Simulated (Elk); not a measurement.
An input for Elk 11.2.3 (patched build) (MgO (Fm-3m)):

```
tasks
  0

xctype
  20

rgkmax
  8.5

gmaxvr
  18.0

lmaxapw
  10

lmaxo
  8

nxlo
  2

lorbcnd
  .true.

autolinengy
  .true.

tshift
  .false.

ngridk
  4 4 4

swidth
  0.0005

maxscl
  80

vkloff
  0.05 0.15 0.25

nempty
  10

sppath
  './'

avec
  -0.0000000000 3.9627583152 3.9627583152
  3.9627583152 -0.0000000000 3.9627583152
  3.9627583152 3.9627583152 -0.0000000000

atoms
  2
  'Mg.in'
  1
  0.0000000000 0.0000000000 0.0000000000
  'O.in'
  1
  0.5000000000 0.5000000000 0.5000000000
```

```sh
OMP_NUM_THREADS=4 elk > log
```

Question: How long will it take on 4 threads of Arm Neoverse V1, shared host, and how much memory?

It took 15 s; on shared hardware allow 7.6 s to 30 s. Peak host memory was 0.11 GiB.

[Paths, hosts, dates, memory and timing lines, banners, echoed tables and standing remarks are left out of the program output.]

[Logs are printed without paths, hosts, clocks, repeated set-up lines and the standing remarks that a program may print on its own settings, such as how far it seeks lower states.]

[Runs of the session that timed out or met a known fault of the program may be left out.]

[Hosts, paths, dates, database ids (printed as entryN), source tags and the programs' standing remarks are cut or masked in the printed files.]
